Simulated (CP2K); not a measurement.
Dimethyl carbonate has these distinct O atoms: O2 (bonded to 2 C) and O4 (bonded to C).

```xyz
12

C     2.3435    0.0789    0.1015
O     1.1165   -0.5846    0.4915
C    -0.0002    0.0001    0.0082
O    -0.0314    1.0171   -0.6614
O    -1.0646   -0.7442    0.4005
C    -2.3395   -0.2030   -0.0240
H     2.3666    1.1043    0.4902
H     3.1434   -0.5230    0.5418
H     2.4318    0.1036   -0.9918
H    -3.0883   -0.8890    0.3823
H    -2.3979   -0.1677   -1.1188
H    -2.4797    0.8074    0.3799
```

Their partial O K spectra (CP2K XAS_TDP, all-electron GAPW, PBEh(45%), aug-cc-pVDZ, TDA, GW2X-corrected core level, no relativity) are given in random order, each times the number of alike atoms.

Gaussian full width 0.5 eV, oscillator strength per eV, alike atoms added, rows of zeros left out:

| E (eV) | curve 1 | curve 2 |
| --- | --- | --- |
| 532.75 | 0.000 | 0.001 |
| 533.00 | 0.000 | 0.013 |
| 533.25 | 0.000 | 0.057 |
| 533.50 | 0.000 | 0.062 |
| 533.75 | 0.000 | 0.017 |
| 534.00 | 0.000 | 0.001 |
| 536.00 | 0.001 | 0.001 |
| 536.25 | 0.015 | 0.001 |
| 536.50 | 0.055 | 0.000 |
| 536.75 | 0.057 | 0.002 |
| 537.00 | 0.053 | 0.004 |
| 537.25 | 0.081 | 0.004 |
| 537.50 | 0.053 | 0.002 |
| 537.75 | 0.029 | 0.001 |
| 538.00 | 0.009 | 0.002 |
| 538.25 | 0.004 | 0.006 |
| 538.50 | 0.016 | 0.008 |
| 538.75 | 0.027 | 0.006 |
| 539.00 | 0.035 | 0.011 |
| 539.25 | 0.050 | 0.011 |
| 539.50 | 0.047 | 0.008 |
| 539.75 | 0.037 | 0.013 |
| 540.00 | 0.056 | 0.009 |
| 540.25 | 0.069 | 0.007 |
| 540.50 | 0.038 | 0.012 |
| 540.75 | 0.018 | 0.011 |
| 541.00 | 0.022 | 0.013 |
| 541.25 | 0.017 | 0.032 |
| 541.50 | 0.019 | 0.029 |
| 541.75 | 0.024 | 0.013 |
| 542.00 | 0.020 | 0.008 |
| 542.25 | 0.010 | 0.007 |
| 542.50 | 0.007 | 0.004 |
| 542.75 | 0.018 | 0.001 |

**Question.** Which curve belongs to which atom?

Curve 1: O2 (bonded to 2 C), leading line at 536.61 eV (f = 0.017 an atom), ionisation energy 539.44 eV, term value 2.83 eV. Curve 2: O4 (bonded to C), leading line at 533.39 eV (f = 0.038 an atom), ionisation energy 537.86 eV, term value 4.47 eV. The leading line of an atom is its first one with 35 % of the strongest within 2.5 eV of its lowest line over the strength cut. A line lies at the core ionisation energy, which rises as an atom loses charge to its neighbours or to a π system, less the term value, which is large for a low π* or σ* orbital with weight on that atom.

[Banner, clock and machine lines of the logs are left out without a mark of their own.]

[Logs are printed without paths, hosts, clocks, repeated set-up lines and the standing remarks that a program may print on its own settings, such as how far it seeks lower states.]

[Hosts, paths, dates, database ids (printed as entryN), source tags and the programs' standing remarks are cut or masked in the printed files.]
